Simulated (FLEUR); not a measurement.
# Magnetic state of HoPd from several starts, part 2 of 3

Aim: find out whether HoPd carries moments, and which collinear order costs least.

FLEUR MaX-R8.1; PBEsol with U = 6.7 eV, J = 0.7 eV on Ho f; all-electron FLAPW, Dirac cores, scalar-relativistic bands.

So far, largest spin moment in the muffin-tin sphere (μB): step 2 (run 1 (ferro +)) 4.08.

## (3) Start 2: antiferro q=(1/2,1/2,1/2) +-

Reversing part of the moments tests the sign of the couplings between them.

This order needs a doubled cell of 4 atoms. The mesh is halved along the doubled vector, so that both cells sample the same points. The k list default-1 (kpts.xml, not shown) is a Γ-centred 4×8×8 mesh.

inp.xml

```
<?xml version="1.0" encoding="UTF-8" standalone="no"?>
<fleurInput fleurInputVersion="0.39">
   <comment>
      HoPd
   </comment>
   <calculationSetup>
      <cutoffs Kmax="3.6" Gmax="10.8" GmaxXC="10.8" numbands="0"/>
      <scfLoop itmax="130" minDistance="0.0001" maxIterBroyd="15" imix="Anderson" alpha="0.05" precondParam="0.0" spinf="2.0" sdNocoIR="T"/>
      <coreElectrons ctail="T" frcor="F" kcrel="0" coretail_lmax="0"/>
      <xcFunctional name="PBEs" relativisticCorrections="F"/>
      <magnetism jspins="2"/>
      <soc l_soc="F" theta="0.0" phi="0.0" spav="F"/>
      <expertModes spex="0" secvar="F"/>
      <geometryOptimization l_f="F" forcealpha="1.0" forcemix="BFGS" epsdisp="0.00001" epsforce="0.00001"/>
      <ldaU l_linMix="F" mixParam="0.05" spinf="1.0"/>
   </calculationSetup>
   <cell>
      <bzIntegration valenceElectrons="74.0" mode="hist" fermiSmearingEnergy="0.00293995">
         <kPointListSelection listName="default-1"/>
         <xi:include xmlns:xi="http://www.w3.org/2001/XInclude" href="kpts.xml"> </xi:include>
      </bzIntegration>
      <xi:include xmlns:xi="http://www.w3.org/2001/XInclude" href="sym.xml"> </xi:include>
      <bulkLattice scale="1.0">
         <bravaisMatrix>
            <row-1>   13.1033609479763999     0.0000000000000000     0.0000000000000000</row-1>
            <row-2>    6.5516804739882000     6.5516804739882000     0.0000000000000000</row-2>
            <row-3>    6.5516804739882000     0.0000000000000000     6.5516804739882000</row-3>
         </bravaisMatrix>
      </bulkLattice>
   </cell>
   <atomSpecies>
      <species name="Holmium (H4.000" element="Ho" atomicNumber="67">
         <mtSphere radius="2.77" gridPoints="915" logIncrement="0.015"/>
         <atomicCutoffs lmax="10" lnonsphr="8"/>
         <electronConfig flipSpins="F">
            <coreConfig>(1s1/2) (2s1/2) (2p1/2) (2p3/2) (3s1/2) (3p1/2) (3p3/2) (4s1/2) (3d3/2) (3d5/2) (4p1/2) (4p3/2) (4d3/2) (4d5/2)</coreConfig>
            <valenceConfig>(5s1/2) (5p1/2) (5p3/2) (6s1/2) (4f5/2) (4f7/2)</valenceConfig>
            <stateOccupation state="(4f5/2)" spinUp="3.0" spinDown="1.7142857142857"/>
            <stateOccupation state="(4f7/2)" spinUp="4.0" spinDown="2.2857142857143"/>
         </electronConfig>
         <energyParameters s="6" p="6" d="5" f="4"/>
         <ldaU l="3" U="6.7" J="0.7" l_amf="F"/>
         <lo type="SCLO" l="0" n="5" eDeriv="0"/>
         <lo type="SCLO" l="1" n="5" eDeriv="0"/>
      </species>
      <species name="Holmium (H-4.000" element="Ho" atomicNumber="67">
         <mtSphere radius="2.77" gridPoints="915" logIncrement="0.015"/>
         <atomicCutoffs lmax="10" lnonsphr="8"/>
         <electronConfig flipSpins="F">
            <coreConfig>(1s1/2) (2s1/2) (2p1/2) (2p3/2) (3s1/2) (3p1/2) (3p3/2) (4s1/2) (3d3/2) (3d5/2) (4p1/2) (4p3/2) (4d3/2) (4d5/2)</coreConfig>
            <valenceConfig>(5s1/2) (5p1/2) (5p3/2) (6s1/2) (4f5/2) (4f7/2)</valenceConfig>
            <stateOccupation state="(4f5/2)" spinUp="1.7142857142857" spinDown="3.0"/>
            <stateOccupation state="(4f7/2)" spinUp="2.2857142857143" spinDown="4.0"/>
         </electronConfig>
         <energyParameters s="6" p="6" d="5" f="4"/>
         <ldaU l="3" U="6.7" J="0.7" l_amf="F"/>
         <lo type="SCLO" l="0" n="5" eDeriv="0"/>
         <lo type="SCLO" l="1" n="5" eDeriv="0"/>
      </species>
      <species name="Palladium (Pd)" element="Pd" atomicNumber="46">
         <mtSphere radius="2.77" gridPoints="915" logIncrement="0.014"/>
         <atomicCutoffs lmax="10" lnonsphr="8"/>
         <electronConfig flipSpins="F">
            <coreConfig>(1s1/2) (2s1/2) (2p1/2) (2p3/2) (3s1/2) (3p1/2) (3p3/2) (4s1/2) (3d3/2) (3d5/2)</coreConfig>
            <valenceConfig>(4p1/2) (4p3/2) (5s1/2) (4d3/2) (4d5/2)</valenceConfig>
            <stateOccupation state="(5s1/2)" spinUp="0.500000" spinDown="0.500000"/>
            <stateOccupation state="(4d3/2)" spinUp="1.800000" spinDown="1.800000"/>
            <stateOccupation state="(4d5/2)" spinUp="2.700000" spinDown="2.700000"/>
         </electronConfig>
         <energyParameters s="5" p="5" d="4" f="4"/>
         <lo type="SCLO" l="1" n="4" eDeriv="0"/>
      </species>
   </atomSpecies>
   <atomGroups>
      <atomGroup species="Holmium (H4.000">
         <relPos label="                   1">.0000000000 .0000000000 .0000000000</relPos>
         <force calculate="T" relaxXYZ="TTT"/>
      </atomGroup>
      <atomGroup species="Holmium (H-4.000">
         <relPos label="                   2">1.000/2.000 .0000000000 .0000000000</relPos>
         <force calculate="T" relaxXYZ="TTT"/>
      </atomGroup>
      <atomGroup species="Palladium (Pd)">
         <relPos label="                   3">-1.000/4.000 1.000/2.000 1.000/2.000</relPos>
         <relPos label="                   4">1.000/4.000 1.000/2.000 1.000/2.000</relPos>
         <force calculate="T" relaxXYZ="TTT"/>
      </atomGroup>
   </atomGroups>
   <output dos="F" band="F" slice="F">
      <bandDOS minEnergy="-.5*Htr" maxEnergy="0.5*Htr" sigma="0.015" storeEVData="T"/>
      <plotting iplot="0" polar="F">
         <plot TwoD="T" vec1="  1.0  0.0  0.0" vec2="  0.0  1.0  0.0" vec3="  0.0  0.0  1.0" zero="  0.0  0.0  0.0" file="plot"/>
      </plotting>
      <moessbauerParams electricFieldGradient="F" isomerShift="F" coreHyperfine="F" valenceHyperfine="F"/>
   </output>
</fleurInput>
```

crystal.txt

```
HoPd
&input film=F cartesian=F /
6.93400000000  0.00000000000  0.00000000000
3.46700000000  3.46700000000  0.00000000000
3.46700000000  0.00000000000  3.46700000000
1.8897261246
1.0 1.0 1.0

4
67 0.00000000000  0.00000000000  0.00000000000 : 4.000
67 0.50000000000  0.00000000000  0.00000000000 : -4.000
46 0.75000000000  0.50000000000  0.50000000000
46 0.25000000000  0.50000000000  0.50000000000

&kpt div1=4 div2=8 div3=8 gamma=T /
```

Command:

```bash
OMP_NUM_THREADS=1 inpgen -f crystal.txt > inpgen.log  # inp.xml is then edited as shown
OMP_NUM_THREADS=1 mpirun -n 4 fleur_MPI > fleur.log
```

The log of the run:

```text
[banner, memory and clock lines left out]
Welcome to FLEUR        (www.flapw.de)
      MaX-Release 8.1          (www.max-centre.eu)

 ========== k-point set info ==========
 Selected k-point list: default-1
 k-point list type: mesh
 0 x 0 x 0
 Number of k points: 40

 ------------Calculation Setup---------------------------
 Number of PE/node        :            4
 Number of OMP-threads    :            1
 k-points in parallel     :            4
 pe's per k-point         :            1
 No of k-point loops      :           10
 Eigenvalue solver        :       lapack
 Number of basis functions:          483
 Approximate size of matrices (H+S) per k-point:         0.003 GB
 Iteration:     1   Distance:      54.51036090 me/bohr^3
 Iteration:     2   Distance:      50.50736864 me/bohr^3
 Iteration:     3   Distance:      45.74680276 me/bohr^3
 Iteration:     4   Distance:      81.07684898 me/bohr^3
 Iteration:     5   Distance:      35.91220712 me/bohr^3
 Iteration:     6   Distance:      16.66927776 me/bohr^3
 Iteration:     7   Distance:       8.81023727 me/bohr^3
 Iteration:     8   Distance:       4.58191112 me/bohr^3
 Iteration:     9   Distance:       4.07107419 me/bohr^3
 Iteration:    10   Distance:       3.62749530 me/bohr^3
 Iteration:    11   Distance:       3.59458608 me/bohr^3
 Iteration:    12   Distance:       2.95430894 me/bohr^3
 Iteration:    13   Distance:       2.93663281 me/bohr^3
 Iteration:    14   Distance:       2.28718003 me/bohr^3
 Iteration:    15   Distance:       2.21892554 me/bohr^3
 Iteration:    16   Distance:       2.15915392 me/bohr^3
 Iteration:    17   Distance:       1.69876953 me/bohr^3
 Iteration:    18   Distance:       0.88385328 me/bohr^3
 Iteration:    19   Distance:       1.96802581 me/bohr^3
 Iteration:    20   Distance:       0.26909235 me/bohr^3
 Iteration:    21   Distance:       0.22491658 me/bohr^3
 Iteration:    22   Distance:       0.04479354 me/bohr^3
 Iteration:    23   Distance:       0.02353725 me/bohr^3
 Iteration:    24   Distance:       0.01053127 me/bohr^3
 Iteration:    25   Distance:       0.00160313 me/bohr^3
 Iteration:    26   Distance:       0.00111400 me/bohr^3
 Iteration:    27   Distance:       0.00050601 me/bohr^3
 Iteration:    28   Distance:       0.00005662 me/bohr^3

 ********************************************************************
 Run finished successfully
 Stop message:
   all done
 ********************************************************************

--- out.xml (last complete iteration) ---
<iteration numberForCurrentRun="   28" overallNumber="   28">
         [... left out ...]
         <bandgap value="0.0000074658" units="eV"/>
         <sumValenceSingleParticleEnergies value="-22.9780784624" units="Htr"/>
         <FermiEnergy value="0.3501396780" units="Htr"/>
         <valenceDensity>
            <mtCharges spin="1">
               <mtCharge atomType="1" total="11.5895234" s="1.1366429" p="3.0290040" d="0.4297516" f="6.9886439"/>
               <mtCharge atomType="2" total="7.5457120" s="1.1290592" p="3.0164398" d="0.3735771" f="3.0211731"/>
               <mtCharge atomType="3" total="7.8216273" s="0.3384891" p="3.1876907" d="4.2836525" f="0.0083743"/>
            </mtCharges>
            <mtCharges spin="2">
               <mtCharge atomType="1" total="7.5457122" s="1.1290593" p="3.0164398" d="0.3735773" f="3.0211731"/>
               <mtCharge atomType="2" total="11.5895232" s="1.1366429" p="3.0290040" d="0.4297514" f="6.9886439"/>
               <mtCharge atomType="3" total="7.8216273" s="0.3384891" p="3.1876907" d="4.2836525" f="0.0083743"/>
            </mtCharges>
            <spinDependentCharge spin="1" total="37.0000000" interstitial="2.2215100" mtSpheres="34.7784900"/>
            <spinDependentCharge spin="2" total="37.0000000" interstitial="2.2215100" mtSpheres="34.7784900"/>
            <totalCharge value="74.0000000000"/>
         </valenceDensity>
         [... left out ...]
         <magneticMomentsInMTSpheres units="muBohr">
            <globalMagMoment atomType="1" vec="0.00000   0.00000   4.04381"/>
            <localMagMoment atomType="1" vec="0.00000   0.00000   4.04381"/>
            <globalMagMoment atomType="2" vec="0.00000   0.00000  -4.04381"/>
            <localMagMoment atomType="2" vec="0.00000   0.00000  -4.04381"/>
            <globalMagMoment atomType="3" vec="0.00000   0.00000   0.00000"/>
            <localMagMoment atomType="3" vec="0.00000   0.00000   0.00000"/>
         </magneticMomentsInMTSpheres>
         [... left out ...]
         <totalEnergy value="   -35338.2832111816" units="Htr">
            <sumOfEigenvalues value="   -21525.0050245402">
               <coreElectrons value="-21502.0269460778"/>
               <valenceElectrons value="-22.9780784624"/>
            </sumOfEigenvalues>
            <densityCoulombPotentialIntegral value="-58764.4169894669"/>
            <densityEffectivePotentialIntegral value="-59841.7863138891"/>
            <chargeDenXCDenIntegral value="-818.8490823977"/>
            <FockExchangeEnergyValence value="0.0000000000"/>
            <FockExchangeEnergyCore value="0.0000000000"/>
         [... left out ...]
            <dftUCorrection value="-2.2591355350"/>
            <tkbTimesEntropy value="0.0027920356"/>
            <freeEnergy value="-35338.2860032171"/>
            <extrapolationTo0K value="-35338.2846071994"/>
         </totalEnergy>
         [... left out ...]
         <ldaUDensityMatrixConvergence>
            <distance spin="1" distance="0.000002"/>
            <distance spin="2" distance="0.000002"/>
         </ldaUDensityMatrixConvergence>
         <densityConvergence units="me/bohr^3">
            <chargeDensity spin="1" distance="0.0000350977"/>
            <chargeDensity spin="2" distance="0.0000352245"/>
            <overallChargeDensity distance="0.0000566174"/>
            <spinDensity distance="0.0000417097"/>
         </densityConvergence>
      </iteration>
```

Elapsed: 87 s, on 4 MPI ranks of AMD EPYC 7R43, shared host; peak memory 0.39 GiB.

Spin moment in the muffin-tin sphere by atom:

```tsv
atom	spin moment in the muffin-tin sphere (μB)
Ho1	4.04
Ho2	-4.04
Pd3	0.00
Pd4	0.00
```

Numbers from this step:

| Item | Value |
| --- | --- |
| free energy | -961603.7497 eV |
| program's band gap on this mesh (in a metal only a level spacing) | 7.47e-6 eV |
| magnetization | 0 μB |
| final state | antiferromagnetic |

It lies 6.41 meV a seeded atom over the first start, and its largest moment is 4.04 μB against 4.08 μB.

## (4) Order 3, typed as antiferro q=(0,1/2,1/2) +-

Reversing part of the moments tests the sign of the couplings between them.

The cell is doubled to 4 atoms to hold this order. The mesh is halved along the doubled vector, so that both cells sample the same points. The k list default-1 (kpts.xml, not shown) is a Γ-centred 8×4×8 mesh.

inp.xml, as its differences from that of step 3:

```diff
@@ -24,5 +24,5 @@
          <bravaisMatrix>
-            <row-1>   13.1033609479763999     0.0000000000000000     0.0000000000000000</row-1>
-            <row-2>    6.5516804739882000     6.5516804739882000     0.0000000000000000</row-2>
-            <row-3>    6.5516804739882000     0.0000000000000000     6.5516804739882000</row-3>
+            <row-1>    6.5516804739882000     0.0000000000000000     0.0000000000000000</row-1>
+            <row-2>    0.0000000000000000    13.1033609479763999     0.0000000000000000</row-2>
+            <row-3>    0.0000000000000000     6.5516804739882000     6.5516804739882000</row-3>
          </bravaisMatrix>
@@ -79,3 +79,3 @@
       <atomGroup species="Holmium (H-4.000">
-         <relPos label="                   2">1.000/2.000 .0000000000 .0000000000</relPos>
+         <relPos label="                   2">.0000000000 1.000/2.000 .0000000000</relPos>
          <force calculate="T" relaxXYZ="TTT"/>
@@ -83,4 +83,4 @@
       <atomGroup species="Palladium (Pd)">
-         <relPos label="                   3">-1.000/4.000 1.000/2.000 1.000/2.000</relPos>
-         <relPos label="                   4">1.000/4.000 1.000/2.000 1.000/2.000</relPos>
+         <relPos label="                   3">1.000/2.000 .0000000000 1.000/2.000</relPos>
+         <relPos label="                   4">1.000/2.000 1.000/2.000 1.000/2.000</relPos>
          <force calculate="T" relaxXYZ="TTT"/>
```

crystal.txt

```
HoPd
&input film=F cartesian=F /
3.46700000000  0.00000000000  0.00000000000
0.00000000000  6.93400000000  0.00000000000
0.00000000000  3.46700000000  3.46700000000
1.8897261246
1.0 1.0 1.0

4
67 0.00000000000  0.00000000000  0.00000000000 : 4.000
67 0.00000000000  0.50000000000  0.00000000000 : -4.000
46 0.50000000000  0.00000000000  0.50000000000
46 0.50000000000  0.50000000000  0.50000000000

&kpt div1=8 div2=4 div3=8 gamma=T /
```

The log of the run:

```text
[banner, memory and clock lines left out]
Welcome to FLEUR        (www.flapw.de)
      MaX-Release 8.1          (www.max-centre.eu)

 ========== k-point set info ==========
 Selected k-point list: default-1
 k-point list type: mesh
 0 x 0 x 0
 Number of k points: 68

 [... set-up left out ...]
 Iteration:     1   Distance:      54.50919483 me/bohr^3
 Iteration:     2   Distance:      50.50783932 me/bohr^3
 Iteration:     3   Distance:      45.66839007 me/bohr^3
 Iteration:     4   Distance:      82.70652066 me/bohr^3
 Iteration:     5   Distance:      36.45781175 me/bohr^3
[...]
[... left out ...]
            <freeEnergy value="-35338.2861719791"/>
            <extrapolationTo0K value="-35338.2847741284"/>
         </totalEnergy>
         [... left out ...]
         <ldaUDensityMatrixConvergence>
            <distance spin="1" distance="0.000002"/>
            <distance spin="2" distance="0.000002"/>
         </ldaUDensityMatrixConvergence>
         <densityConvergence units="me/bohr^3">
            <chargeDensity spin="1" distance="0.0000498677"/>
            <chargeDensity spin="2" distance="0.0000534993"/>
            <overallChargeDensity distance="0.0000965834"/>
            <spinDensity distance="0.0000370079"/>
         </densityConvergence>
      </iteration>
```

The job ended after 2.4 min (4 MPI ranks; peak memory 0.47 GiB).

Spin moment in the muffin-tin sphere by atom:

```tsv
atom	spin moment in the muffin-tin sphere (μB)
Ho1	4.06
Ho2	-4.06
Pd3	0.00
Pd4	0.00
```

Numbers from this step:

```yaml
free_energy: -961603.7543 eV
program_s_band_gap_on_this_mesh_in_a_metal_only_a_level_spacing: 1.19e-7 eV
magnetization: 0 μB
final_state: antiferromagnetic
```

It lies 4.11 meV a seeded atom over the first start, and its largest moment is 4.06 μB against 4.08 μB.

## (5) The states side by side

Free energies are divided by the number of seeded atoms, so that cells of unlike size compare. Wavevectors q in the names are fractions of the primitive cell's reciprocal vectors.

Orders:

```tsv
start	final state	typed order kept	energy over the lowest (meV a seeded atom)	largest sphere moment (μB)	net moment (μB a primitive cell)	mesh matched	CPU time (s)
ferro +	ferromagnetic	yes	0	4.083	4.191	yes	96.65
antiferro q=(1/2,1/2,1/2) +-	antiferromagnetic	yes	6.409	4.044	0	yes	345
antiferro q=(0,1/2,1/2) +-	antiferromagnetic	yes	4.113	4.056	0	yes	579.7
```

(Part 2 of 3 ends here.)

[Logs and program files are shortened in this print: banners, set-up blocks, solver, clock and traceback lines can be left out without a mark of their own.]

[Logs are printed without paths, hosts, clocks, repeated set-up lines and the standing remarks that a program may print on its own settings, such as how far it seeks lower states.]

[Hosts, paths, dates, database ids (printed as entryN), source tags and the programs' standing remarks are cut or masked in the printed files.]

[Where a cell is said to come from a database of computed structures, the database is the Materials Project.]
